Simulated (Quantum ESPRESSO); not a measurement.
# Hf2CO2 MXene, 1 layer: a series in biaxial strain, part 4 of 8

Aim: how the results for Hf2CO2 MXene, 1 layer change with biaxial strain.

Quantum ESPRESSO 7.5; plane-wave DFT, PBE, GBRV ultrasoft pseudopotentials.

So far. Step 2 (Relaxing cell and ions of the reference):  The last row is no step: it is a fresh SCF in the final cell with a new plane-wave basis, -0 meV from the row before. Step 3 (Relaxing the ions, -4 %): The relaxation lowers the energy by 18 meV an atom.

### 6. Band structure, -4 %

Bands along a path place the edges.

m0.bands.in reads:

```
&control
  prefix = 'm0.bands'
  outdir = './out'
  pseudo_dir = './pseudo'
  calculation = 'bands'
/
&system
  ibrav = 0
  nat = 5
  ntyp = 3
  ecutwfc = 40
  ecutrho = 200
  occupations = 'smearing'
  smearing = 'fd'
  degauss = 0.002
  nbnd = 26
/
&electrons
  conv_thr = 1e-07
  mixing_beta = 0.4
  electron_maxstep = 120
  mixing_mode = 'plain'
/
ATOMIC_SPECIES
  O   15.9990  o_pbe_v1.2.uspp.F.UPF
  Hf  178.4900  hf_pbe_v1.uspp.F.UPF
  C   12.0110  c_pbe_v1.2.uspp.F.UPF
CELL_PARAMETERS angstrom
  3.14110491648000 0.00000000000000 0.00000000000000
  -1.57055245824000 2.72027665344000 0.00000000000000
  0.00000000000000 0.00000000000000 19.95294679600000
ATOMIC_POSITIONS crystal
  O   0.333333333300 0.666666666700 0.379923666000
  Hf  0.666666666700 0.333333333300 0.429960992600
  C   0.000000000000 0.000000000000 0.500000000000
  Hf  0.333333333300 0.666666666700 0.570039007400
  O   0.666666666700 0.333333333300 0.620076334000
K_POINTS crystal_b
4
  0.0000000000 0.0000000000 0.0000000000 12
  0.5000000000 0.0000000000 0.0000000000 12
  0.3333333333 0.3333333333 0.0000000000 12
  0.0000000000 0.0000000000 0.0000000000 1
```

On the command line:

```sh
$ cp -r out/m0.scf.save out/m0.bands.save
$ cp out/m0.scf.xml out/m0.bands.xml
$ OMP_NUM_THREADS=1 mpirun -n 4 pw.x -nk 4 -in m0.bands.in > m0.bands.out
```

What it wrote:

```text
[banner, memory and clock lines left out]
Program PWSCF v.7.5 starts

          URL

     Atomic positions and unit cell read from directory:
     ./out/m0.bands.save/

     Message from routine setup:
     using ibrav=0 with symmetry is DISCOURAGED, use correct ibrav instead

     G-vector sticks info

     bravais-lattice index     =            0
     lattice parameter (alat)  =       5.9358  a.u.
     unit-cell volume          =    1150.5332 (a.u.)^3
     number of atoms/cell      =            5
     number of atomic types    =            3
     number of electrons       =        40.00
     number of Kohn-Sham states=           26
     kinetic-energy cutoff     =      40.0000  Ry
     charge density cutoff     =     200.0000  Ry
     Exchange-correlation= SLA  PW   PBE  PBE
                           (   1   4   3   4   0   0   0)

     celldm(1)=   5.935828  celldm(2)=   0.000000  celldm(3)=   0.000000
     celldm(4)=   0.000000  celldm(5)=   0.000000  celldm(6)=   0.000000

     crystal axes: (cart. coord. in units of alat)
               a(1) = (   1.000000   0.000000   0.000000 )
               a(2) = (  -0.500000   0.866025   0.000000 )
               a(3) = (   0.000000   0.000000   6.352206 )

     reciprocal axes: (cart. coord. in units 2 pi/alat)
               b(1) = (  1.000000  0.577350 -0.000000 )
               b(2) = (  0.000000  1.154701  0.000000 )
               b(3) = (  0.000000 -0.000000  0.157426 )

     PseudoPot. # 1 for O  read from file:
     ./pseudo/o_pbe_v1.2.uspp.F.UPF
     Pseudo is Ultrasoft + core correction, Zval =  6.0
     Generated by new atomic code, or converted to UPF format
     Using radial grid of  737 points,  5 beta functions with:
                l(1) =   0
                l(2) =   0
                l(3) =   1
                l(4) =   1
                l(5) =   2
     Q(r) pseudized with  8 coefficients,  rinner =    0.900   0.900   0.900
                                                       0.900   0.900

     PseudoPot. # 2 for Hf read from file:
     ./pseudo/hf_pbe_v1.uspp.F.UPF
     Pseudo is Ultrasoft + core correction, Zval = 12.0
     Generated by new atomic code, or converted to UPF format
     Using radial grid of  921 points,  8 beta functions with:
                l(1) =   0
                l(2) =   0
                l(3) =   0
                l(4) =   1
                l(5) =   1
                l(6) =   2
                l(7) =   2
                l(8) =   3
     Q(r) pseudized with  6 coefficients,  rinner =    1.200   1.200   1.200
                                                       1.200   1.200   1.200
                                                       1.200

     PseudoPot. # 3 for C  read from file:
     ./pseudo/c_pbe_v1.2.uspp.F.UPF
     Pseudo is Ultrasoft + core correction, Zval =  4.0
     Generated by new atomic code, or converted to UPF format
     Using radial grid of  721 points,  4 beta functions with:
                l(1) =   0
                l(2) =   0
                l(3) =   1
                l(4) =   1
     Q(r) pseudized with  8 coefficients,  rinner =    1.100   1.100   1.100

     atomic species   valence    mass     pseudopotential
     O                 6.00    15.99900     O ( 1.00)
     Hf               12.00   178.49000     Hf( 1.00)
     C                 4.00    12.01100     C ( 1.00)

     12 Sym. Ops., with inversion, found

   Cartesian axes

     site n.     atom                  positions (alat units)
         1        O      tau(   1) = (  -0.0000000   0.5773503   2.4133535  )
         2        Hf     tau(   2) = (   0.5000000   0.2886751   2.7312010  )
         3        C      tau(   3) = (   0.0000000   0.0000000   3.1761032  )
         4        Hf     tau(   4) = (  -0.0000000   0.5773503   3.6210054  )
         5        O      tau(   5) = (   0.5000000   0.2886751   3.9388529  )

     number of k points=    37  Fermi-Dirac smearing, width (Ry)=  0.0020
                       cart. coord. in units 2pi/alat
        k(    1) = (   0.0000000   0.0000000   0.0000000), wk =   0.0540541
        k(    2) = (   0.0416667   0.0240563   0.0000000), wk =   0.0540541
        k(    3) = (   0.0833333   0.0481125   0.0000000), wk =   0.0540541
        k(    4) = (   0.1250000   0.0721688   0.0000000), wk =   0.0540541
        k(    5) = (   0.1666667   0.0962250   0.0000000), wk =   0.0540541
        k(    6) = (   0.2083333   0.1202813   0.0000000), wk =   0.0540541
        k(    7) = (   0.2500000   0.1443376   0.0000000), wk =   0.0540541
        k(    8) = (   0.2916667   0.1683938   0.0000000), wk =   0.0540541
        k(    9) = (   0.3333333   0.1924501   0.0000000), wk =   0.0540541
        k(   10) = (   0.3750000   0.2165064   0.0000000), wk =   0.0540541
        k(   11) = (   0.4166667   0.2405626   0.0000000), wk =   0.0540541
        k(   12) = (   0.4583333   0.2646189   0.0000000), wk =   0.0540541
        k(   13) = (   0.5000000   0.2886751   0.0000000), wk =   0.0540541
        k(   14) = (   0.4861111   0.3127314   0.0000000), wk =   0.0540541
        k(   15) = (   0.4722222   0.3367877   0.0000000), wk =   0.0540541
        k(   16) = (   0.4583333   0.3608439   0.0000000), wk =   0.0540541
        k(   17) = (   0.4444444   0.3849002   0.0000000), wk =   0.0540541
        k(   18) = (   0.4305556   0.4089564   0.0000000), wk =   0.0540541
        k(   19) = (   0.4166667   0.4330127   0.0000000), wk =   0.0540541
        k(   20) = (   0.4027778   0.4570690   0.0000000), wk =   0.0540541
        k(   21) = (   0.3888889   0.4811252   0.0000000), wk =   0.0540541
        k(   22) = (   0.3750000   0.5051815   0.0000000), wk =   0.0540541
        k(   23) = (   0.3611111   0.5292377   0.0000000), wk =   0.0540541
        k(   24) = (   0.3472222   0.5532940   0.0000000), wk =   0.0540541
        k(   25) = (   0.3333333   0.5773503   0.0000000), wk =   0.0540541
        k(   26) = (   0.3055556   0.5292377   0.0000000), wk =   0.0540541
        k(   27) = (   0.2777778   0.4811252   0.0000000), wk =   0.0540541
        k(   28) = (   0.2500000   0.4330127   0.0000000), wk =   0.0540541
        k(   29) = (   0.2222222   0.3849002   0.0000000), wk =   0.0540541
        k(   30) = (   0.1944444   0.3367877   0.0000000), wk =   0.0540541
        k(   31) = (   0.1666667   0.2886751   0.0000000), wk =   0.0540541
        k(   32) = (   0.1388889   0.2405626   0.0000000), wk =   0.0540541
        k(   33) = (   0.1111111   0.1924501   0.0000000), wk =   0.0540541
        k(   34) = (   0.0833333   0.1443376   0.0000000), wk =   0.0540541
        k(   35) = (   0.0555556   0.0962250   0.0000000), wk =   0.0540541
        k(   36) = (   0.0277778   0.0481125   0.0000000), wk =   0.0540541
[...]
6.6030   7.3598

          k = 0.4583 0.2646 0.0000 (  4920 PWs)   bands (ev):

   -60.2974 -60.2914 -29.7715 -29.7018 -29.1047 -29.0137 -28.9752 -28.9507
   -17.1202 -17.0803  -8.3499  -5.3528  -4.4540  -3.3483  -3.0692  -2.8707
    -2.7477  -2.2538  -0.6152   0.1453   1.8416   4.4070   6.5967   6.7601
     6.9536   7.4118

          k = 0.5000 0.2887 0.0000 (  4904 PWs)   bands (ev):

   -60.2963 -60.2907 -29.7859 -29.7160 -29.0968 -29.0171 -28.9761 -28.9536
   -17.1178 -17.0759  -8.2924  -5.4355  -4.4488  -3.3508  -3.0634  -2.8072
    -2.7494  -2.2995  -0.6015   0.1541   1.8232   4.3913   6.6047   6.8658
     7.1260   7.3925

          k = 0.4861 0.3127 0.0000 (  4922 PWs)   bands (ev):

   -60.2962 -60.2906 -29.7836 -29.7140 -29.0961 -29.0230 -28.9751 -28.9584
   -17.1156 -17.0742  -8.2933  -5.4202  -4.4446  -3.3404  -3.0838  -2.8082
    -2.7443  -2.2946  -0.6034   0.0860   1.8864   4.4014   6.5802   6.8462
     7.0770   7.3797

          k = 0.4722 0.3368 0.0000 (  4930 PWs)   bands (ev):

   -60.2958 -60.2904 -29.7767 -29.7081 -29.0937 -29.0392 -28.9734 -28.9724
   -17.1092 -17.0694  -8.2959  -5.3745  -4.4315  -3.3100  -3.1398  -2.8116
    -2.7324  -2.2803  -0.6110  -0.0919   2.0503   4.4322   6.5000   6.7904
     6.9655   7.3421

          k = 0.4583 0.3608 0.0000 (  4932 PWs)   bands (ev):

   -60.2953 -60.2900 -29.7652 -29.6983 -29.0900 -29.0639 -28.9949 -28.9721
   -17.0991 -17.0618  -8.2997  -5.2994  -4.4090  -3.2627  -3.2210  -2.8183
    -2.7187  -2.2570  -0.6291  -0.3322   2.2700   4.4851   6.3557   6.7061
     6.8517   7.2814

          k = 0.4444 0.3849 0.0000 (  4936 PWs)   bands (ev):

   -60.2945 -60.2895 -29.7494 -29.6849 -29.0960 -29.0852 -29.0247 -28.9718
   -17.0860 -17.0520  -8.3041  -5.1964  -4.3762  -3.3174  -3.2031  -2.8304
    -2.7072  -2.2244  -0.6641  -0.5987   2.5134   4.5610   6.1630   6.6013
     6.7585   7.2000

          k = 0.4306 0.4090 0.0000 (  4944 PWs)   bands (ev):

   -60.2935 -60.2889 -29.7296 -29.6683 -29.1341 -29.0825 -29.0574 -28.9725
   -17.0709 -17.0409  -8.3084  -5.0678  -4.3330  -3.4207  -3.1368  -2.8519
    -2.7004  -2.1815  -0.8666  -0.7215   2.7624   4.6600   5.9527   6.4824
     6.6789   7.1016

          k = 0.4167 0.4330 0.0000 (  4952 PWs)   bands (ev):

   -60.2925 -60.2883 -29.7061 -29.6489 -29.1769 -29.1082 -29.0653 -28.9740
   -17.0549 -17.0294  -8.3116  -4.9167  -4.2799  -3.5242  -3.0699  -2.8894
    -2.6994  -2.1272  -1.1156  -0.8039   3.0060   4.7800   5.7475   6.3543
     6.6059   6.9903

          k = 0.4028 0.4571 0.0000 (  4962 PWs)   bands (ev):

   -60.2913 -60.2877 -29.6794 -29.6275 -29.2227 -29.1509 -29.0579 -28.9766
   -17.0390 -17.0182  -8.3129  -4.7470  -4.2185  -3.6223  -3.0113  -2.9493
    -2.7047  -2.0613  -1.3266  -0.9111   3.2367   4.9157   5.5611   6.2215
     6.5379   6.8702

          k = 0.3889 0.4811 0.0000 (  4956 PWs)   bands (ev):

   -60.2902 -60.2872 -29.6500 -29.6051 -29.2696 -29.1949 -29.0486 -28.9802
   -17.0244 -17.0082  -8.3120  -4.5642  -4.1511  -3.7104  -3.0620  -2.9449
    -2.7155  -1.9845  -1.4833  -1.0397   3.4474   5.0580   5.4029   6.0904
     6.4763   6.7458

          k = 0.3750 0.5052 0.0000 (  4958 PWs)   bands (ev):

   -60.2891 -60.2868 -29.6193 -29.5835 -29.3152 -29.2366 -29.0385 -28.9850
   -17.0118 -17.0002  -8.3088  -4.3760  -4.0809  -3.7837  -3.2024  -2.9000
    -2.7310  -1.8984  -1.5797  -1.1833   3.6297   5.1908   5.2821   5.9728
     6.4238   6.6218

          k = 0.3611 0.5292 0.0000 (  4956 PWs)   bands (ev):

   -60.2881 -60.2865 -29.5892 -29.5650 -29.3564 -29.2717 -29.0281 -28.9911
   -17.0019 -16.9946  -8.3041  -4.1966  -4.0117  -3.8332  -3.3762  -2.8611
    -2.7500  -1.8053  -1.6238  -1.3333   3.7717   5.2103   5.2852   5.8910
     6.3837   6.5051

          k = 0.3472 0.5533 0.0000 (  4958 PWs)   bands (ev):

   -60.2874 -60.2865 -29.5641 -29.5533 -29.3875 -29.2956 -29.0178 -28.9986
   -16.9951 -16.9917  -8.2994  -4.0656  -3.9493  -3.8275  -3.5628  -2.8276
    -2.7724  -1.7078  -1.6325  -1.4788   3.8602   5.1991   5.3044   5.8693
     6.3599   6.4085

          k = 0.3333 0.5774 0.0000 (  4944 PWs)   bands (ev):

   -60.2868 -60.2868 -29.5516 -29.5516 -29.3997 -29.3039 -29.0076 -29.0076
   -16.9918 -16.9918  -8.2971  -4.0322  -3.9130  -3.7280  -3.7280  -2.7982
    -2.7982  -1.6225  -1.6225  -1.5927   3.8887   5.2503   5.2503   5.8792
     6.3589   6.3589

          k = 0.3056 0.5292 0.0000 (  4970 PWs)   bands (ev):

   -60.2884 -60.2866 -29.5723 -29.5702 -29.3593 -29.2764 -29.0309 -28.9893
   -17.0009 -16.9955  -8.3133  -4.1223  -4.0581  -3.7410  -3.5048  -2.8591
    -2.7504  -1.7583  -1.5917  -1.4071   3.8072   5.0650   5.4479   5.7749
     6.4720   6.4751

          k = 0.2778 0.4811 0.0000 (  4954 PWs)   bands (ev):

   -60.2915 -60.2878 -29.5940 -29.5924 -29.2827 -29.2168 -29.0611 -28.9747
   -17.0209 -17.0120  -8.3805  -4.3103  -4.0911  -3.6670  -3.4585  -2.9013
    -2.7256  -1.7110  -1.5798  -1.2186   3.6474   4.8859   5.5664   5.5713
     6.6987   6.7929

          k = 0.2500 0.4330 0.0000 (  4934 PWs)   bands (ev):

   -60.2964 -60.2907 -29.5927 -29.5864 -29.2002 -29.1479 -29.0980 -28.9649
   -17.0504 -17.0403  -8.5137  -4.3379  -4.1497  -3.6054  -3.5557  -2.9103
    -2.7369  -1.5908  -1.5205  -1.0372   3.4856   4.7309   5.3641   5.5761
     6.8782   7.1474

          k = 0.2222 0.3849 0.0000 (  4914 PWs)   bands (ev):

   -60.3028 -60.2952 -29.5600 -29.5454 -29.1412 -29.1198 -29.0800 -28.9594
   -17.0888 -17.0804  -8.7005  -4.2555  -4.2279  -3.6651  -3.5440  -2.9333
    -2.7855  -1.6100  -1.2712  -0.8492   3.3498   4.5710   5.2278   5.5305
     6.9512   7.2166

          k = 0.1944 0.3368 0.0000 (  4914 PWs)   bands (ev):

   -60.3106 -60.3011 -29.4959 -29.4700 -29.1882 -29.0464 -29.0217 -28.9539
   -17.1360 -17.1336  -8.9078  -4.3816  -4.0675  -3.7571  -3.4596  -3.0004
    -2.8501  -1.6091  -0.9942  -0.6454   3.2460   4.3791   5.2021   5.4770
     6.8656   6.9723

          k = 0.1667 0.2887 0.0000 (  4920 PWs)   bands (ev):

   -60.3193 -60.3080 -29.4061 -29.3655 -29.2372 -28.9909 -28.9816 -28.9309
   -17.2017 -17.1924  -9.1015  -4.4861  -3.9660  -3.8490  -3.3612  -3.1201
    -2.8882  -1.5297  -0.6842  -0.4365   3.1772   4.1743   5.2765   5.4335
     6.5435   6.5874

          k = 0.1389 0.2406 0.0000 (  4886 PWs)   bands (ev):

   -60.3284 -60.3153 -29.3017 -29.2862 -29.2399 -28.9849 -28.9266 -28.8900
   -17.2846 -17.2574  -9.2575  -4.5594  -3.9471  -3.9317  -3.3347  -3.2800
    -2.8931  -1.2797  -0.3371  -0.2546   3.1558   3.9959   5.3902   5.3988
     5.9711   6.1710

          k = 0.1111 0.1925 0.0000 (  4886 PWs)   bands (ev):

   -60.3370 -60.3226 -29.3305 -29.2024 -29.1077 -28.9743 -28.8821 -28.8517
   -17.3780 -17.3280  -9.3663  -4.6297  -3.9652  -3.9603  -3.4525  -3.3769
    -2.9542  -0.8219  -0.1751   0.0631   3.1976   3.8680   5.2219   5.4928
     5.4974   5.7753

          k = 0.0833 0.1443 0.0000 (  4880 PWs)   bands (ev):

   -60.3446 -60.3291 -29.3687 -29.1367 -28.9818 -28.9371 -28.8479 -28.8213
   -17.4729 -17.3980  -9.4302  -4.7268  -3.9774  -3.8977  -3.6059  -3.4361
    -3.0967  -0.2254  -0.2052   0.4599   3.3042   3.7854   4.7253   5.3689
     5.4472   5.5857

          k = 0.0556 0.0962 0.0000 (  4852 PWs)   bands (ev):

   -60.3505 -60.3341 -29.3979 -29.1123 -28.8775 -28.8764 -28.8237 -28.7997
   -17.5559 -17.4585  -9.4603  -4.8341  -3.9573  -3.8009  -3.6862  -3.4886
    -3.2813  -0.3397   0.4064   0.8197   3.4493   3.7225   4.2276   5.2961
     5.3184   5.5155

          k = 0.0278 0.0481 0.0000 (  4844 PWs)   bands (ev):

   -60.3543 -60.3374 -29.4162 -29.1068 -28.8255 -28.8133 -28.8047 -28.7870
   -17.6130 -17.4999  -9.4707  -4.9150  -3.9000  -3.8321  -3.5916  -3.5239
    -3.4587  -0.4940   0.9428   1.0781   3.5786   3.6734   3.8221   5.2383
     5.2436   5.3592

          k = 0.0000 0.0000 0.0000 (  4845 PWs)   bands (ev):

   -60.3556 -60.3385 -29.4225 -29.1062 -28.8061 -28.8061 -28.7831 -28.7831
   -17.6334 -17.5147  -9.4727  -4.9448  -3.8543  -3.8543  -3.5486  -3.5357
    -3.5357  -0.5625   1.1732   1.1732   3.6227   3.6539   3.6539   5.2160
     5.2160   5.3028

     XML data file, pseudopotentials, collected wavefunctions

                                        0.00s GPU  (     396 calls)
```

Run time: 18 s. Hardware: 4 MPI ranks of Arm Neoverse V1, shared host; peak memory 0.35 GiB; 70 s of CPU time.

Read from the output:

```
gap by band count : 0.6500 eV
```

Band numbers count within the set of bands kept for display. The electronic bands at the labelled points (eV, zero at the highest filled level of the SCF mesh; v1 is the highest filled band, c1 the lowest empty one):

```
  point     v4     v3     v2     v1    c1    c2    c3    c4
      Γ  -4.71  -1.74   0.00   0.00  2.45  2.48  2.48  4.04
halfway  -4.17  -2.72  -1.53  -0.99  1.30  3.54  3.90  4.41
      M  -3.92  -3.47  -1.77  -1.02  0.65  3.22  5.43  5.69
halfway  -3.87  -3.30  -2.29  -1.98  1.83  3.61  4.57  5.18
      K  -3.97  -2.80  -2.80  -2.77  2.72  4.08  4.08  4.71
halfway  -4.06  -2.70  -1.86  -1.61  2.00  3.00  4.10  4.26
      Γ  -4.71  -1.74   0.00   0.00  2.45  2.48  2.48  4.04
```

Along this path the valence top lies at Γ and the conduction bottom at M.

(Continued in part 5 of 8.)

[Logs are printed without paths, hosts, clocks, repeated set-up lines and the standing remarks that a program may print on its own settings, such as how far it seeks lower states.]

[Hosts, paths, dates, database ids (printed as entryN), source tags and the programs' standing remarks are cut or masked in the printed files.]

[Maps of the electrostatic potential energy from Ansatz leave out the sawtooth potential of an applied field or a dipole correction, so their vacuum need not be flat; planar profiles and work functions include it.]
